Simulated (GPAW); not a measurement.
## Screening of a field by 1T-PtS2 monolayer

Aim: the dipole that a field along the normal induces in 1T-PtS2 monolayer.

Main program and level: GPAW 26.7.0; GPAW, PAW setups; layer in a repeated cell with vacuum, relaxation of atoms and in-plane cell, in the first sound run; inputs show where later runs differ.

Report form: the programs' logs are mostly left out.

**1. Set-up**

The cell holds 3 atoms: 2 S and 1 Pt. Its edges and angles: a = 3.570 Å, b = 3.570 Å, c = 20.014 Å, α = 90.0°, β = 90.0°, γ = 120.0°. Vacuum lies along c.

As a file:

```cif
data_structure
_symmetry_space_group_name_H-M 'P 1'
_symmetry_Int_Tables_number 1
_cell_length_a 3.5700
_cell_length_b 3.5700
_cell_length_c 20.0141
_cell_angle_alpha 90.000
_cell_angle_beta 90.000
_cell_angle_gamma 120.000
_cell_volume 220.90
loop_
_atom_site_label
_atom_site_type_symbol
_atom_site_fract_x
_atom_site_fract_y
_atom_site_fract_z
_atom_site_occupancy
S1 S 0.66667 0.33333 0.44968 1
Pt2 Pt 0.00000 0.00000 0.50000 1
S3 S 0.33333 0.66667 0.55032 1
```

**2. Relaxation**

The atoms are relaxed first, since the surface dipole, and with it the work function, follows the positions of the outer layers.

run.py reads:

```python
import json
import numpy as np
from ase import Atoms
from ase.filters import FrechetCellFilter
from ase.optimize import BFGS
from gpaw import GPAW, PW

slab = Atoms(
    ['S', 'Pt', 'S'],
    positions=[
        [1.78500, 1.03057, 9.00000],
        [0.00000, 0.00000, 10.00704],
        [-0.00000, 2.06114, 11.01409]],
    cell=[[3.57, 0.0, 0.0], [-1.785, 3.09171, 0.0], [0.0, 0.0, 20.0141]],
    pbc=[True, True, True])

slab.calc = GPAW(mode=PW(600), xc='PBE', kpts={'size': (9, 9, 1), 'gamma': True},
                 occupations={'name': 'fermi-dirac', 'width': 0.05}, nbands='160%',
                 convergence={'density': 1e-05}, maxiter=200,
                 symmetry={'tolerance': 1e-3}, txt='slab.txt')
result = {}
# The in-plane cell is free; stress needs a cell that repeats along all three vectors
path = []
opt = BFGS(FrechetCellFilter(slab, mask=[1, 1, 0, 0, 0, 1]), maxstep=0.2)
opt.attach(lambda: path.append((slab.get_potential_energy(), slab.positions.tolist(), slab.get_forces().tolist())))
result['relaxed'] = bool(opt.run(fmax=0.02, steps=45))
result['path'] = path
result['cell'] = slab.cell.tolist()
print('in-plane lattice', slab.cell.cellpar().round(4)[[0, 1, 5]])
energy = slab.get_potential_energy()
fermi = slab.calc.get_fermi_level()
v = slab.calc.get_electrostatic_potential().mean((0, 1)) - fermi
n = slab.calc.get_pseudo_density().mean((0, 1))
L = slab.cell[2, 2]
z = np.arange(len(v)) * L / len(v)
low, high = slab.positions[:, 2].min(), slab.positions[:, 2].max()
below, above = np.interp([low - 6.8, high + 6.8], z, v)
slopes = [np.interp(x, z, np.gradient(v, z)) for x in (low - 6.8, high + 6.8)]
eps = np.array([[slab.calc.get_eigenvalues(k, s) for k in range(len(slab.calc.get_ibz_k_points()))]
                for s in range(slab.calc.get_number_of_spins())]) - fermi
top, bottom = eps[eps < 0].max(), eps[eps > 0].min()
dipole = slab.get_dipole_moment()[2]
print(f'energy {energy:.4f} eV, Fermi level {fermi:.4f} eV, dipole {dipole:.5f} e A')
print(f'potential 6.8 A off the faces, from the Fermi level: lower {below:.4f} eV, upper {above:.4f} eV')
print(f'slope of the potential there: lower {slopes[0]:.5f}, upper {slopes[1]:.5f} eV/A')
print(f'nearest levels on the mesh: {top:.4f} and {bottom:.4f} eV')
print('magnetic moment', round(slab.get_magnetic_moment(), 3))
result.update(energy=energy, fermi=fermi, dipole=dipole, below=below, above=above, slopes=slopes, edges=[top, bottom],
              z=z.tolist(), v=v.tolist(), n=n.tolist(), positions=slab.positions.tolist(),
              forces=slab.get_forces(apply_constraint=False).tolist(), moments=slab.get_magnetic_moments().tolist())
json.dump(result, open('result.json', 'w'))
```

Run with:

```
$ OMP_NUM_THREADS=1 OPENBLAS_NUM_THREADS=1 python run.py
```

Elapsed: 6.6 min, on 1 thread of Arm Neoverse V1, shared host; peak memory 0.34 GiB.

Numbers from this step:

```yaml
dipole_along_the_normal: -1.22e-4 e·Å
levels_nearest_the_fermi_level_on_the_mesh: -0.9196, 0.8671 eV from the Fermi level
```

Table of electrostatic potential energy of an electron (without an applied field's), less the Fermi level, planar mean by z:

```csv
z (Å),"electrostatic potential energy of an electron (without an applied field's), less the Fermi level, planar mean (eV)"
0.0,5.48
0.5,5.48
1.0,5.48
1.5,5.48
2.0,5.48
2.5,5.48
3.0,5.48
3.5,5.48
4.0,5.48
4.5,5.48
5.0,5.48
5.5,5.48
6.0,5.47
6.5,5.44
7.0,5.31
7.5,4.68
8.0,1.75
8.5,-9.04
9.0,-12.5
9.5,-9.74
10.0,-16.3
10.5,-9.92
11.0,-12.2
11.5,-9.46
12.0,1.59
12.5,4.64
13.0,5.30
13.5,5.44
14.0,5.47
14.5,5.48
15.0,5.48
15.5,5.48
16.0,5.48
16.5,5.48
17.0,5.48
17.5,5.48
18.0,5.48
18.5,5.48
19.0,5.48
19.5,5.48
```

Table of pseudo valence density, planar mean by z:

```
z (Å)  pseudo valence density, planar mean (e/Å³)
  5.5                                      9.9e-5
  6.0                                      4.3e-4
  6.5                                     0.00192
  7.0                                     0.00893
  7.5                                      0.0426
  8.0                                       0.175
  8.5                                       0.344
  9.0                                       0.463
  9.5                                       0.733
 10.0                                        1.52
 10.5                                       0.751
 11.0                                       0.469
 11.5                                       0.344
 12.0                                       0.181
 12.5                                      0.0447
 13.0                                     0.00938
 13.5                                     0.00201
 14.0                                      4.5e-4
 14.5                                      1.0e-4
```

The relaxation lowered the energy of the cell by 0.698 eV (energies extrapolated to zero smearing; the optimiser's log prints free energies). The largest force left on a free atom is 0.012 eV/Å.

**3. The slab's potential**

The work function is the vacuum plateau of the electrostatic potential less the Fermi level; a dipole layer lets the two faces have plateaus of their own.

This step: GPAW, PAW setups; slab in vacuum (GPAW 26.7.0).

The cell differs from the one that the last finished run ended in (c 20.014 → 20.466 Å).

Edit run.py of step 2 so:

```diff
@@ -3,4 +3,2 @@
 from ase import Atoms
-from ase.filters import FrechetCellFilter
-from ase.optimize import BFGS
 from gpaw import GPAW, PW
@@ -10,21 +8,14 @@
     positions=[
-        [1.78500, 1.03057, 9.00000],
-        [0.00000, 0.00000, 10.00704],
-        [-0.00000, 2.06114, 11.01409]],
-    cell=[[3.57, 0.0, 0.0], [-1.785, 3.09171, 0.0], [0.0, 0.0, 20.0141]],
-    pbc=[True, True, True])
+        [1.78665, 1.03152, 9.00000],
+        [-0.00000, 0.00000, 10.23304],
+        [-0.00000, 2.06305, 11.46608]],
+    cell=[[3.5733, 0.0, 0.0], [-1.78665, 3.09457, 0.0], [0.0, 0.0, 20.4661]],
+    pbc=[True, True, False])
 
-slab.calc = GPAW(mode=PW(600), xc='PBE', kpts={'size': (9, 9, 1), 'gamma': True},
+slab.calc = GPAW(mode=PW(400), xc='PBE', kpts={'size': (9, 9, 1), 'gamma': True},
                  occupations={'name': 'fermi-dirac', 'width': 0.05}, nbands='160%',
                  convergence={'density': 1e-05}, maxiter=200,
+                 poissonsolver={'dipolelayer': 'xy'},
                  symmetry={'tolerance': 1e-3}, txt='slab.txt')
 result = {}
-# The in-plane cell is free; stress needs a cell that repeats along all three vectors
-path = []
-opt = BFGS(FrechetCellFilter(slab, mask=[1, 1, 0, 0, 0, 1]), maxstep=0.2)
-opt.attach(lambda: path.append((slab.get_potential_energy(), slab.positions.tolist(), slab.get_forces().tolist())))
-result['relaxed'] = bool(opt.run(fmax=0.02, steps=45))
-result['path'] = path
-result['cell'] = slab.cell.tolist()
-print('in-plane lattice', slab.cell.cellpar().round(4)[[0, 1, 5]])
 energy = slab.get_potential_energy()
```

Run time: 31 s. Hardware: 1 thread; peak memory 0.2 GiB.

Numbers from this step:

```yaml
dipole_along_the_normal: -1.99e-4 e·Å
levels_nearest_the_fermi_level_on_the_mesh: -0.9205, 0.8674 eV from the Fermi level
upper_work_function: 5.484 eV
lower_work_function: 5.481 eV
upper_ionisation_energy: 6.404 eV
```

The electrostatic potential energy of an electron (without an applied field's), less the Fermi level, planar mean by z:

z (Å), electrostatic potential energy of an electron (without an applied field's), less the Fermi level, planar mean (eV) and a bar from the least value:
```
        0        5.5 ##############################
        1        5.5 ##############################
        2        5.5 ##############################
        3        5.5 ##############################
        4        5.5 ##############################
        5        5.5 ##############################
        6        5.5 ##############################
        7        5.4 ##############################
        8        3.6 ###########################
        9      -14.8 
       10      -14.2 #
       11       -8.9 #########
       12       -2.1 ###################
       13        5.1 #############################
       14        5.5 ##############################
       15        5.5 ##############################
       16        5.5 ##############################
       17        5.5 ##############################
       18        5.5 ##############################
       19        5.5 ##############################
       20        5.5 ##############################
```

Table of pseudo valence density, planar mean by z:

| z (Å) | pseudo valence density, planar mean (e/Å³) |
| --- | --- |
| 5.5 | 5.2e-5 |
| 6.0 | 2.3e-4 |
| 6.5 | 0.00102 |
| 7.0 | 0.00454 |
| 7.5 | 0.0218 |
| 8.0 | 0.100 |
| 8.5 | 0.292 |
| 9.0 | 0.359 |
| 9.5 | 0.576 |
| 10.0 | 1.24 |
| 10.5 | 1.17 |
| 11.0 | 0.563 |
| 11.5 | 0.345 |
| 12.0 | 0.278 |
| 12.5 | 0.0908 |
| 13.0 | 0.0190 |
| 13.5 | 0.00416 |
| 14.0 | 9.2e-4 |
| 14.5 | 2.0e-4 |
| 15.0 | 4.8e-5 |

The layer is gapped, so the Fermi level lies somewhere inside the gap, set by smearing and numerics, and these work functions are no property of the material; the band edges below the vacuum level are. The potential is flat to 2.4e-5 eV/Å where it is read, so the vacuum is wide enough.

**4. Field on**

A uniform field along the normal polarises the slab; the atoms stay fixed, so this is the electronic response alone.

Edit run.py of step 3 so:

```diff
@@ -4,2 +4,3 @@
 from gpaw import GPAW, PW
+from gpaw.external import ConstantElectricField
 
@@ -18,2 +19,3 @@
                  poissonsolver={'dipolelayer': 'xy'},
+                 external=ConstantElectricField(-0.2, [0, 0, 1]),
                  symmetry={'tolerance': 1e-3}, txt='slab.txt')
```

It took 1.9 min on 1 thread; peak memory 0.27 GiB.

This step gave:

```yaml
dipole_along_the_normal: -0.05418 e·Å
levels_nearest_the_fermi_level_on_the_mesh: -0.9200, 0.8669 eV from the Fermi level
potential_below_the_slab_the_applied_field_s_own_ramp_left_out: 5.041 eV from the Fermi level
potential_above_the_slab_the_applied_field_s_own_ramp_left_out: 5.928 eV from the Fermi level
```

Electrostatic potential energy of an electron (without an applied field's), less the Fermi level, planar mean against z:

| z (Å) | electrostatic potential energy of an electron (without an applied field's), less the Fermi level, planar mean (eV) |
| --- | --- |
| 0.0 | 5.48 |
| 0.5 | 5.04 |
| 1.0 | 5.04 |
| 1.5 | 5.04 |
| 2.0 | 5.04 |
| 2.5 | 5.04 |
| 3.0 | 5.04 |
| 3.5 | 5.04 |
| 4.0 | 5.04 |
| 4.5 | 5.04 |
| 5.0 | 5.04 |
| 5.5 | 5.04 |
| 6.0 | 5.04 |
| 6.5 | 5.02 |
| 7.0 | 4.96 |
| 7.5 | 4.66 |
| 8.0 | 3.22 |
| 8.5 | -3.14 |
| 9.0 | -15.0 |
| 9.5 | -8.83 |
| 10.0 | -14.2 |
| 10.5 | -13.6 |
| 11.0 | -8.74 |
| 11.5 | -14.4 |
| 12.0 | -1.76 |
| 12.5 | 4.17 |
| 13.0 | 5.54 |
| 13.5 | 5.84 |
| 14.0 | 5.91 |
| 14.5 | 5.92 |
| 15.0 | 5.93 |
| 15.5 | 5.93 |
| 16.0 | 5.93 |
| 16.5 | 5.93 |
| 17.0 | 5.93 |
| 17.5 | 5.93 |
| 18.0 | 5.93 |
| 18.5 | 5.93 |
| 19.0 | 5.93 |
| 19.5 | 5.93 |
| 20.0 | 5.93 |

The dipole is now -0.0542 e Å, against -2.0e-4 in the run without a field.

**5. In a field**

Edit run.py of step 4 so:

```diff
@@ -19,3 +19,3 @@
                  poissonsolver={'dipolelayer': 'xy'},
-                 external=ConstantElectricField(-0.2, [0, 0, 1]),
+                 external=ConstantElectricField(-0.1, [0, 0, 1]),
                  symmetry={'tolerance': 1e-3}, txt='slab.txt')
```

Run time: 2 min. Hardware: 1 thread; peak memory 0.27 GiB.

This step gave:

```
dipole along the normal                                         : -0.02708 e·Å
levels nearest the Fermi level on the mesh                      : -0.9205, 0.8671 eV from the Fermi level
potential below the slab, the applied field's own ramp left out : 5.261 eV from the Fermi level
potential above the slab, the applied field's own ramp left out : 5.704 eV from the Fermi level
```

Table of electrostatic potential energy of an electron (without an applied field's), less the Fermi level, planar mean by z:

```csv
z (Å),"electrostatic potential energy of an electron (without an applied field's), less the Fermi level, planar mean (eV)"
0.0,5.48
0.5,5.26
1.0,5.26
1.5,5.26
2.0,5.26
2.5,5.26
3.0,5.26
3.5,5.26
4.0,5.26
4.5,5.26
5.0,5.26
5.5,5.26
6.0,5.26
6.5,5.24
7.0,5.18
7.5,4.87
8.0,3.42
8.5,-2.98
9.0,-14.9
9.5,-8.75
10.0,-14.2
10.5,-13.6
11.0,-8.82
11.5,-14.6
12.0,-1.93
12.5,3.98
13.0,5.33
13.5,5.62
14.0,5.68
14.5,5.70
15.0,5.70
15.5,5.70
16.0,5.70
16.5,5.70
17.0,5.70
17.5,5.70
18.0,5.70
18.5,5.70
19.0,5.70
19.5,5.70
20.0,5.70
```

The dipole is now -0.0271 e Å, against -2.0e-4 in the run without a field.

**6. In a field**

Edit run.py of step 5 so:

```diff
@@ -19,3 +19,3 @@
                  poissonsolver={'dipolelayer': 'xy'},
-                 external=ConstantElectricField(-0.1, [0, 0, 1]),
+                 external=ConstantElectricField(-0.05, [0, 0, 1]),
                  symmetry={'tolerance': 1e-3}, txt='slab.txt')
```

Wall time 1.8 min (1 thread); peak memory 0.27 GiB.

Electrostatic potential energy of an electron (without an applied field's), less the Fermi level, planar mean against z:

z (Å), electrostatic potential energy of an electron (without an applied field's), less the Fermi level, planar mean (eV) and a bar from the least value:
```
      0.0        5.5 ##############################
      0.5        5.4 ##############################
      1.0        5.4 ##############################
      1.5        5.4 ##############################
      2.0        5.4 ##############################
      2.5        5.4 ##############################
      3.0        5.4 ##############################
      3.5        5.4 ##############################
      4.0        5.4 ##############################
      4.5        5.4 ##############################
      5.0        5.4 ##############################
      5.5        5.4 ##############################
      6.0        5.4 ##############################
      6.5        5.4 ##############################
      7.0        5.3 ##############################
      7.5        5.0 #############################
      8.0        3.5 ###########################
      8.5       -2.9 ##################
      9.0      -14.8 
      9.5       -8.7 #########
     10.0      -14.2 #
     10.5      -13.6 ##
     11.0       -8.9 #########
     11.5      -14.6 
     12.0       -2.0 ###################
     12.5        3.9 ###########################
     13.0        5.2 #############################
     13.5        5.5 ##############################
     14.0        5.6 ##############################
     14.5        5.6 ##############################
     15.0        5.6 ##############################
     15.5        5.6 ##############################
     16.0        5.6 ##############################
     16.5        5.6 ##############################
     17.0        5.6 ##############################
     17.5        5.6 ##############################
     18.0        5.6 ##############################
     18.5        5.6 ##############################
     19.0        5.6 ##############################
     19.5        5.6 ##############################
     20.0        5.6 ##############################
```

**7. Field on**

Edit run.py of step 6 so:

```diff
@@ -19,3 +19,3 @@
                  poissonsolver={'dipolelayer': 'xy'},
-                 external=ConstantElectricField(-0.05, [0, 0, 1]),
+                 external=ConstantElectricField(0.05, [0, 0, 1]),
                  symmetry={'tolerance': 1e-3}, txt='slab.txt')
```

It took 1.8 min on 1 thread; peak memory 0.27 GiB.

Table of electrostatic potential energy of an electron (without an applied field's), less the Fermi level, planar mean by z:

z (Å), electrostatic potential energy of an electron (without an applied field's), less the Fermi level, planar mean (eV) and a bar from the least value:
```
        0        5.5 ##############################
        1        5.6 ##############################
        2        5.6 ##############################
        3        5.6 ##############################
        4        5.6 ##############################
        5        5.6 ##############################
        6        5.6 ##############################
        7        5.5 ##############################
        8        3.7 ###########################
        9      -14.7 
       10      -14.2 #
       11       -8.9 #########
       12       -2.2 ###################
       13        5.0 #############################
       14        5.4 ##############################
       15        5.4 ##############################
       16        5.4 ##############################
       17        5.4 ##############################
       18        5.4 ##############################
       19        5.4 ##############################
       20        5.4 ##############################
```

**8. Field on**

Edit run.py of step 7 so:

```diff
@@ -19,3 +19,3 @@
                  poissonsolver={'dipolelayer': 'xy'},
-                 external=ConstantElectricField(0.05, [0, 0, 1]),
+                 external=ConstantElectricField(0.1, [0, 0, 1]),
                  symmetry={'tolerance': 1e-3}, txt='slab.txt')
```

The job ended after 1.9 min (1 thread; peak memory 0.27 GiB).

The dipole is now 0.0271 e Å, against -2.0e-4 in the run without a field.

**9. In a field**

Edit run.py of step 8 so:

```diff
@@ -19,3 +19,3 @@
                  poissonsolver={'dipolelayer': 'xy'},
-                 external=ConstantElectricField(0.1, [0, 0, 1]),
+                 external=ConstantElectricField(0.2, [0, 0, 1]),
                  symmetry={'tolerance': 1e-3}, txt='slab.txt')
```

Run time: 1.9 min. Hardware: 1 thread; peak memory 0.27 GiB.

The dipole is now 0.0542 e Å, against -2.0e-4 in the run without a field.

(Part 1 of 2 ends here.)

[Logs are printed without paths, hosts, clocks, repeated set-up lines and the standing remarks that a program may print on its own settings, such as how far it seeks lower states.]

[Hosts, paths, dates, database ids (printed as entryN), source tags and the programs' standing remarks are cut or masked in the printed files.]
